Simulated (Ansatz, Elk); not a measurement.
# How far do independent atoms describe KCdCuSe2?

Structure refinements treat a crystal as free atoms side by side. For a made-up structure of KCdCuSe2 (cell and positions from a PBE relaxation) the runs below show what the calculated density changes in F(hkl).

Program: Elk 11.2.3 (patched build). Level of theory: DFT, PBE, all-electron APW+lo, Dirac cores, scalar-relativistic bands, static density, no spin. Results are calculated unless marked as measured.

The structure was built from a prototype and need not be the compound's stable phase.

**1. The starting structure**

Symmetry: I-4m2, No. 119, tetragonal system. The conventional cell has a = 4.217 Å, b = 4.217 Å, c = 14.332 Å, α = 90.00°, β = 90.00°, γ = 90.00°. Nearest to Cd lie 4 Se at 2.67 Å and 4 Cu at 2.98 Å. Nearest to Se lie 2 Cd at 2.67 Å and 2 Cu at 2.67 Å and 4 K at 3.56 Å. Nearest to Cu lie 4 Se at 2.67 Å and 4 Cd at 2.98 Å. K has 8 Se at 3.56 Å nearest. Farther neighbours and most contacts between anions are not listed.

**2. Ground state and structure factors**

An all-electron density is needed, since X-rays see the cores too. Task 0 finds the density and task 195 Fourier-transforms it; tshift is off so that phases refer to the origin typed.

The input, elk.in:

```
tasks
  0
  195

xctype
  20

spinpol
  .false.

rgkmax
  7.0

gmaxvr
  14.0

lmaxo
  7

lmaxapw
  8

swidth
  0.002

tshift
  .false.

ramdisk
  .false.

hmaxvr
  5.5

maxscl
  120

epspot
  1e-06

sppath
  './'

avec
  -3.98410560990 3.98410560990 13.54220833408
  3.98410560990 -3.98410560990 13.54220833408
  3.98410560990 3.98410560990 -13.54220833408

atoms
  4
  'Cd.in'
  1
  0.7500000000 0.2500000000 0.5000000000   0.000000 0.000000 0.000000
  'Se.in'
  2
  0.3637830808 0.3637830808 0.0000000000   0.000000 0.000000 0.000000
  0.6362169192 0.6362169192 -0.0000000000   0.000000 0.000000 0.000000
  'Cu.in'
  1
  0.2500000000 0.7500000000 0.5000000000   0.000000 0.000000 0.000000
  'K.in'
  1
  0.0000000000 0.0000000000 -0.0000000000   0.000000 0.000000 0.000000

ngridk
  8 8 8
```

The run is started by

```console
$ OMP_NUM_THREADS=4 elk
```

Numbers of over 12 decimals in the logs are rounded to 6 here.

Log:

```text
┌─────────────────────────┐
│ Elk code version 11.2.3 │
└─────────────────────────┘

All units are atomic (Hartree, Bohr, etc.)

┌─────────────────────────────────────────────────┐
│ Ground-state run starting from atomic densities │
└─────────────────────────────────────────────────┘

Lattice vectors :
  -3.984105610       3.984105610       13.54220833
   3.984105610      -3.984105610       13.54220833
   3.984105610       3.984105610      -13.54220833

Reciprocal lattice vectors :
  0.1746315306E-16  0.7885314701      0.2319852550
  0.7885314701      0.1746315306E-16  0.2319852550
  0.7885314701      0.7885314701      0.5460564177E-17

Unit cell volume      :    859.8271736
Brillouin zone volume :   0.2884884557

Muffin-tin inner radius fraction :   0.1000000000E-01

Nuclei treated as point charges

Species : 1 (Cd)
 parameters loaded from : Cd.in
 name : cadmium
 nuclear charge    :   -48.00000000
 electronic charge :    48.00000000
 atomic mass :    204912.7176
 muffin-tin radius :    2.593183298
 number of radial points in muffin-tin :   1193
 inner part over the whole radius :   0.9980230352E-02
 number on inner part of muffin-tin    :    850
 approximate nuclear radius :   0.8708852602E-04
 number of mesh points to nuclear radius :    426
 atomic positions (lattice), magnetic fields (Cartesian) :
  1 :   0.75000000  0.25000000  0.50000000    0.00000000  0.00000000  0.00000000

Species : 2 (Se)
 parameters loaded from : Se.in
 name : selenium
 nuclear charge    :   -34.00000000
 electronic charge :    34.00000000
 atomic mass :    143935.2749
 muffin-tin radius :    2.393707660
 number of radial points in muffin-tin :    993
 inner part over the whole radius :   0.9983847878E-02
 number on inner part of muffin-tin    :    703
 approximate nuclear radius :   0.7785908700E-04
 number of mesh points to nuclear radius :    343
 atomic positions (lattice), magnetic fields (Cartesian) :
  1 :   0.36378308  0.36378308  0.00000000    0.00000000  0.00000000  0.00000000
  2 :   0.63621692  0.63621692  0.00000000    0.00000000  0.00000000  0.00000000

Species : 3 (Cu)
 parameters loaded from : Cu.in
 name : copper
 nuclear charge    :   -29.00000000
 electronic charge :    29.00000000
 atomic mass :    115837.2717
 muffin-tin radius :    2.400000000
 number of radial points in muffin-tin :    993
 inner part over the whole radius :   0.9893084826E-02
 number on inner part of muffin-tin    :    701
 approximate nuclear radius :   0.7406004541E-04
 number of mesh points to nuclear radius :    336
 atomic positions (lattice), magnetic fields (Cartesian) :
  1 :   0.25000000  0.75000000  0.50000000    0.00000000  0.00000000  0.00000000

Species : 4 (K)
 parameters loaded from : K.in
 name : potassium
 nuclear charge    :   -19.00000000
 electronic charge :    19.00000000
 atomic mass :    71271.84090
 muffin-tin radius :    2.400000000
 number of radial points in muffin-tin :    993
 inner part over the whole radius :   0.9891652203E-02
 number on inner part of muffin-tin    :    697
 approximate nuclear radius :   0.6514746337E-04
 number of mesh points to nuclear radius :    319
 atomic positions (lattice), magnetic fields (Cartesian) :
  1 :   0.00000000  0.00000000  0.00000000    0.00000000  0.00000000  0.00000000

Total number of atoms per unit cell :    5
Total muffin-tin volume :    303.7594451
 ratio of muffin-tin to unit cell volume :   0.3532796525

Spin treatment :
 spin-unpolarised

Number of Bravais lattice symmetries :   16
Number of crystal symmetries         :    8
Crystal has no inversion symmetry
Complex Hermitian eigensolver will be used

k-point grid :      8     8     8
k-point offset :    0.000000000       0.000000000       0.000000000
k-point set is reduced with full crystal symmetry group
Total number of k-points :       87

Muffin-tin radius times maximum |G+k| :    7.000000000
 using average radius
Maximum |G+k| for APW functions       :    2.873421996
Maximum (1/2)|G+k|²                   :    4.128276985
[...]
Density of states at Fermi energy :    7.407333874
 (states/Hartree/unit cell)

Estimated indirect band gap :   0.1078693249E-01
 from k-point 67 to k-point 2
Estimated direct band gap   :   0.1365478277E-01
 at k-point 2

Charges :
 core                        :    88.00000000
 valence                     :    76.00000000
 interstitial                :    6.958848470
 muffin-tins (core leakage)
  species : 1 (Cd)
   atom 1                    :    46.50166419     (  0.2655862282E-03)
  species : 2 (Se)
[...]
species : 3 (Cu)
[...]
species : 4 (K)
[...]
total in muffin-tins        :    157.0411515
 total calculated charge     :    163.9990338
 total charge                :    164.0000000
 error                       :   0.9662301682E-03

RMS change in Kohn-Sham potential (target) :   0.2538099353     (  0.1000000000E-05)
Absolute change in total energy (target)   :   0.2580049787     (  0.1000000000E-03)

[... loops 3 to 15 left out ...]

┌──────────────────┐
│ Loop number : 16 │
└──────────────────┘

Energies :
 Fermi                       :     0.144711
 sum of occupied eigenvalues :     -7476.4664350621
 electron kinetic            :      13133.336881804
 core electron kinetic       :      12311.562942014
 Coulomb                     :     -25415.078703984
 Coulomb potential           :     -20047.443601100
 nuclear-nuclear             :     -1233.0131807416
 electron-nuclear            :     -28345.888498397
 Hartree                     :      4163.8229751552
 Madelung                    :     -15391.356903434
 xc potential                :     -562.35971576596
 exchange                    :     -423.94622865487
 correlation                 :     -8.062521
 electron entropic           :    -0.41585649914200E-05
 total energy                :     -12713.750576485

Density of states at Fermi energy :   0.1561855281
 (states/Hartree/unit cell)

Estimated indirect band gap :   0.1983541328E-01
 from k-point 87 to k-point 1
Estimated direct band gap   :   0.2231353456E-01
 at k-point 1

Charges :
 core                        :    88.00000000
 valence                     :    76.00000000
 interstitial                :    6.747753070
 muffin-tins (core leakage)
  species : 1 (Cd)
[...]
species : 2 (Se)
[...]
species : 3 (Cu)
[...]
species : 4 (K)
[...]
total in muffin-tins        :    157.2522469
 total calculated charge     :    163.9990551
 total charge                :    164.0000000
 error                       :   0.9448720460E-03

RMS change in Kohn-Sham potential (target) :   0.2911185729E-06 (  0.1000000000E-05)
Absolute change in total energy (target)   :   0.9598266479E-04 (  0.1000000000E-03)

Convergence targets achieved

┌──────────────────┐
│ Loop number : 17 │
└──────────────────┘

Energies :
 Fermi                       :     0.144711
 sum of occupied eigenvalues :     -7476.4664388223
 electron kinetic            :      13133.336888236
 core electron kinetic       :      12311.562944412
 Coulomb                     :     -25415.078706017
 Coulomb potential           :     -20047.443592502
 nuclear-nuclear             :     -1233.0131807416
 electron-nuclear            :     -28345.888510561
 Hartree                     :      4163.8229852857
 Madelung                    :     -15391.356909766
 xc potential                :     -562.35973455708
 exchange                    :     -423.94622882806
 correlation                 :     -8.062522
 electron entropic           :    -0.41586074504002E-05
 total energy                :     -12713.750572277

Density of states at Fermi energy :   0.1561873892
 (states/Hartree/unit cell)

Estimated indirect band gap :   0.1983536237E-01
 from k-point 87 to k-point 1
Estimated direct band gap   :   0.2231348498E-01
 at k-point 1

Charges :
 core                        :    88.00000000
 valence                     :    76.00000000
 interstitial                :    6.747752878
 muffin-tins (core leakage)
  species : 1 (Cd)
[...]
species : 2 (Se)
[...]
atom 2                    :    32.47552434     (  0.6039160716E-04)
  species : 3 (Cu)
   atom 1                    :    28.05533056     (  0.1606002347E-03)
  species : 4 (K)
   atom 1                    :    17.57769672     ( -0.1020153420E-06)
 total in muffin-tins        :    157.2522471
 total calculated charge     :    163.9990551
 total charge                :    164.0000000
 error                       :   0.9448721867E-03

┌──────────────────────────────┐
│ Self-consistent loop stopped │
└──────────────────────────────┘

Warning : core states of species 1 leak from the muffin-tin :   0.2536530643E-03

Warning : core states of species 3 leak from the muffin-tin :   0.1606002347E-03

Wrote STATE.OUT
```

It took 90 s on 4 threads of Intel Xeon Platinum 8488C (Sapphire Rapids), shared host; peak memory 0.32 GiB.

SFACRHO.OUT:

```text

h k l indices transformed by vhmat matrix:
   1.000000000       0.000000000       0.000000000    
   0.000000000       1.000000000       0.000000000    
   0.000000000       0.000000000       1.000000000    

      h      k      l  multipl.   |H|            Re(F)            Im(F)           |F|

      0      0      0      1   0.0000000       164.00000     -0.53507925E-16   164.00000    
      1      1     -1      2  0.46397051      -65.771774      0.94123348E-14   65.771774    
      0     -1      1      4  0.82194832      -24.075776       17.154880       29.562357    
      0     -1      0      4  0.82194832      -24.075776      -17.154880       29.562357    
     -2     -2      2      2  0.92794102       26.300211     -0.56335907E-13   26.300211    
     -2     -1      2      4   1.0517301       63.584748       16.449997       65.678174    
      1      2     -1      4   1.0517301       63.584748      -16.449997       65.678174    
      0      0      1      4   1.1151519       6.3434504      0.11731195E-13   6.3434504    
      2      0     -1      8   1.2078213       70.430873     -0.37625200E-14   70.430873    
     -3     -3      3      2   1.3919115      -25.973920      0.16839058E-13   25.973920    
     -3     -2      3      4   1.4025729       35.663629      -15.315627       38.813179    
      3      2     -3      4   1.4025729       35.663629       15.315627       38.813179    
     -2     -2      3      8   1.4507372      -97.458494     -0.10099905E-12   97.458494    
     -1      1      1      4   1.5770629       121.99681     -0.19992925E-13   121.99681    
      2      0      0      4   1.6438966      -52.250219      0.28575837E-01   52.250227    
      0     -2      2      4   1.6438966      -52.250219     -0.28575837E-01   52.250227    
      1     -2      1      8   1.7784056      -20.043767      -14.166175       24.544513    
      0     -1     -1      8   1.7784056      -20.043767       14.166175       24.544513
```

Elk indexes on the primitive cell of elk.in and gives |H| = 4π sin θ/λ in inverse bohr. Below, one row stands for each form hkl of the conventional cell (m members, Friedel mates merged), F is for one primitive cell and the density is static (no thermal factor). Free-atom factors are Waasmaier and Kirfel's, and R is Σm||F|−|F'||/Σm|F|.

| hkl | m | sin θ/λ (Å⁻¹) | abs F, DFT | neutral atoms | diff. | abs of complex diff. |
| --- | --- | --- | --- | --- | --- | --- |
| 002 | 2 | 0.070 | 65.772 | 65.823 | -0.051 | 0.051 |
| 101 | 8 | 0.124 | 29.562 | 29.369 | +0.193 | 0.256 |
| 004 | 2 | 0.140 | 26.300 | 26.866 | -0.565 | 0.565 |
| 103 | 8 | 0.158 | 65.678 | 65.441 | +0.237 | 0.238 |
| 110 | 4 | 0.168 | 6.343 | 5.844 | +0.499 | 0.499 |
| 112 | 8 | 0.182 | 70.431 | 70.731 | -0.301 | 0.301 |
| 006 | 2 | 0.209 | 25.974 | 26.321 | -0.347 | 0.347 |
| 105 | 8 | 0.211 | 38.813 | 38.724 | +0.089 | 0.173 |
| 114 | 8 | 0.218 | 97.459 | 97.897 | -0.439 | 0.439 |
| 200 | 4 | 0.237 | 121.997 | 122.500 | -0.503 | 0.503 |
| 202 | 8 | 0.247 | 52.250 | 52.672 | -0.421 | 0.422 |
| 211 | 16 | 0.267 | 24.545 | 24.538 | +0.007 | 0.242 |
| 116 | 8 | 0.268 | 87.397 | 87.774 | -0.377 | 0.377 |
| 107 | 8 | 0.272 | 37.311 | 37.423 | -0.112 | 0.270 |
| 204 | 8 | 0.275 | 20.515 | 20.622 | -0.107 | 0.113 |
| 008 | 2 | 0.279 | 106.681 | 107.050 | -0.369 | 0.369 |
| 213 | 16 | 0.285 | 52.947 | 53.076 | -0.130 | 0.269 |
| 206 | 8 | 0.316 | 22.368 | 22.392 | -0.024 | 0.028 |
| 215 | 16 | 0.317 | 32.528 | 32.430 | +0.098 | 0.169 |
| 118 | 8 | 0.326 | 2.403 | 2.471 | -0.067 | 0.067 |
| 220 | 4 | 0.335 | 104.368 | 104.653 | -0.285 | 0.285 |
| 109 | 8 | 0.336 | 13.405 | 13.282 | +0.123 | 0.134 |

**3. The highest occupied states alone**

An energy window below the Fermi level keeps the highest occupied states, to see at which angles they scatter; shallow core shells can lie inside it and anion s states outside. No new self-consistency is needed.

elk.in, as its differences from that of step 2:

```diff
@@ -1,3 +1,2 @@
 tasks
-  0
   195
@@ -40,2 +39,5 @@
 
+wsfac
+  -0.296280 0.444710
+
 sppath
```

The run is started by

```console
$ OMP_NUM_THREADS=4 elk
```

Log:

```text
┌─────────────────────────────────┐
│ Elk code version 11.2.3 started │
└─────────────────────────────────┘

Info(readinput): the functional depends on the density's gradient
 muffin-tin radial points multiplied by    2.00000
 (not where nrmtscf is given)

┌────────────────────┐
│ Current task : 195 │
└────────────────────┘
Info(checkmt): changed muffin-tin radius of species 1 (Cd) from   2.6000 to   2.5932
Info(checkmt): changed muffin-tin radius of species 2 (Se) from   2.4000 to   2.3937

Info(sfacrho): density structure factors written to SFACRHO.OUT

 Energy window :  -0.2962800000      0.4447100000

┌──────────────────┐
│ Elk code stopped │
└──────────────────┘
```

The job ended after 13 s (4 threads; peak memory 0.22 GiB; 18 s of CPU time).

States within 12 eV below the Fermi level hold 32.02 electrons; any levels below the window count with the cores. Their amplitudes can exceed the total, where window and core parts have opposite phase:

| hkl | sin θ/λ (Å⁻¹) | abs F, window | abs F, all |
| --- | --- | --- | --- |
| 002 | 0.070 | 20.962 | 65.772 |
| 101 | 0.124 | 3.151 | 29.562 |
| 004 | 0.140 | 12.258 | 26.300 |
| 103 | 0.158 | 2.542 | 65.678 |
| 110 | 0.168 | 11.739 | 6.343 |
| 112 | 0.182 | 13.363 | 70.431 |
| 006 | 0.209 | 11.678 | 25.974 |
| 105 | 0.211 | 1.470 | 38.813 |
| 114 | 0.218 | 12.356 | 97.459 |
| 200 | 0.237 | 10.925 | 121.997 |

**4. Another functional**

The difference from free atoms is small, so it is set against the change that LDA (Perdew-Wang) makes.

elk.in, as its differences from that of step 3:

```diff
@@ -1,2 +1,3 @@
 tasks
+  0
   195
@@ -4,3 +5,3 @@
 xctype
-  20
+  3
 
@@ -39,5 +40,2 @@
 
-wsfac
-  -0.296280 0.444710
-
 sppath
```

The run is started by

```console
$ OMP_NUM_THREADS=4 elk
```

Log:

```text
┌─────────────────────────┐
│ Elk code version 11.2.3 │
└─────────────────────────┘

All units are atomic (Hartree, Bohr, etc.)

┌─────────────────────────────────────────────────┐
│ Ground-state run starting from atomic densities │
└─────────────────────────────────────────────────┘

Lattice vectors :
  -3.984105610       3.984105610       13.54220833
   3.984105610      -3.984105610       13.54220833
   3.984105610       3.984105610      -13.54220833

Reciprocal lattice vectors :
  0.1746315306E-16  0.7885314701      0.2319852550
[...]
species : 3 (Cu)
   atom 1                    :    28.06856392     (  0.1651892201E-03)
  species : 4 (K)
   atom 1                    :    17.56308875     ( -0.3353985836E-05)
 total in muffin-tins        :    157.2359332
 total calculated charge     :    163.9990490
 total charge                :    164.0000000
 error                       :   0.9510122706E-03

┌──────────────────────────────┐
│ Self-consistent loop stopped │
└──────────────────────────────┘

Warning : core states of species 1 leak from the muffin-tin :   0.2542140806E-03

Warning : core states of species 3 leak from the muffin-tin :   0.1651892201E-03

Wrote STATE.OUT
[key lines of the parts left out:]
total energy                :     -12698.349609299
```

Elapsed: 65 s, on 4 threads; peak memory 0.25 GiB; 3.8 min of CPU time.

Against the first run R = 0.05 %; the largest change is -0.060 at 204.

**5. Basis size**

The basis and the expansions that go with it are enlarged, to see whether the differences are converged.

elk.in, as its differences from that of step 4:

```diff
@@ -5,3 +5,3 @@
 xctype
-  3
+  20
 
@@ -11,12 +11,12 @@
 rgkmax
-  7.0
+  8.5
 
 gmaxvr
-  14.0
+  18.0
 
 lmaxo
-  7
+  9
 
 lmaxapw
-  8
+  10
```

The run is started by

```console
$ OMP_NUM_THREADS=4 elk
```

Log:

```text
┌─────────────────────────┐
│ Elk code version 11.2.3 │
└─────────────────────────┘

All units are atomic (Hartree, Bohr, etc.)

┌─────────────────────────────────────────────────┐
│ Ground-state run starting from atomic densities │
└─────────────────────────────────────────────────┘

Lattice vectors :
  -3.984105610       3.984105610       13.54220833
   3.984105610      -3.984105610       13.54220833
   3.984105610       3.984105610      -13.54220833

Reciprocal lattice vectors :
  0.1746315306E-16  0.7885314701      0.2319852550
[...]
species : 3 (Cu)
   atom 1                    :    28.06621160     (  0.1607700469E-03)
  species : 4 (K)
   atom 1                    :    17.58155011     ( -0.1019854388E-06)
 total in muffin-tins        :    157.2829919
 total calculated charge     :    163.9993966
 total charge                :    164.0000000
 error                       :   0.6033851100E-03

┌──────────────────────────────┐
│ Self-consistent loop stopped │
└──────────────────────────────┘

Warning : core states of species 1 leak from the muffin-tin :   0.2537649390E-03

Warning : core states of species 3 leak from the muffin-tin :   0.1607700469E-03

Wrote STATE.OUT
[key lines of the parts left out:]
total energy                :     -12713.771831678
```

Run time: 4.1 min. Hardware: 4 threads; peak memory 0.61 GiB.

Against the first run R = 0.01 %; the largest change is -0.010 at 316.

**6. Settings against the effect**

| run | R against the first run (%) | R against neutral atoms, low angle (%) | wall time |
| --- | --- | --- | --- |
| PBE, rgkmax 7 | 0.00 | 0.44 | 90 s |
| LDA (Perdew-Wang) | 0.05 | 0.45 | 65 s |
| rgkmax 8.5 with larger expansions | 0.01 | 0.43 | 4.1 min |

**7. Summary of results**

| Quantity | Value |
| --- | --- |
| R against neutral atoms, sin θ/λ < 0.3 Å⁻¹ | 0.44 % |
| R against neutral atoms, 0.3 to 0.72 Å⁻¹ | 0.19 % |

**Reading.** Independent neutral atoms miss the calculated amplitudes by R = 0.44 % below 0.3 Å⁻¹ and 0.19 % from there to 0.72 Å⁻¹; by shells, 0.66 % below 0.15 Å⁻¹ (3 forms), 0.42 % 0.15 to 0.3 (14 forms), 0.17 % 0.3 to 0.45 (27 forms), 0.19 % above 0.45 (105 forms). Bonding, aspherical density and the tables' own atoms all enter these figures, and the runs don't part them. The largest change of an amplitude is -0.57 electrons, at 004. R counts amplitudes alone; phases shift too. The window's part falls from 32.0 electrons at the origin to at most 3.11 between 0.45 and 0.72 Å⁻¹, where compact states inside the window still scatter. Below 0.3 Å⁻¹ the changes that finished (LDA (Perdew-Wang) and rgkmax 8.5 with larger expansions) move F by R = 0.04 % at most, against the 0.44 % that separates it from free atoms. The k-mesh has no finished test. These runs have no spin, though d or f shells may be open. Part of the difference isn't bonding: the tables are fits to free atoms and ions calculated by other methods than this functional. Thermal motion, anomalous dispersion and extinction are left out.

[Logs are printed without paths, hosts, clocks, repeated set-up lines and the standing remarks that a program may print on its own settings, such as how far it seeks lower states.]

[Hosts, paths, dates, database ids (printed as entryN), source tags and the programs' standing remarks are cut or masked in the printed files.]
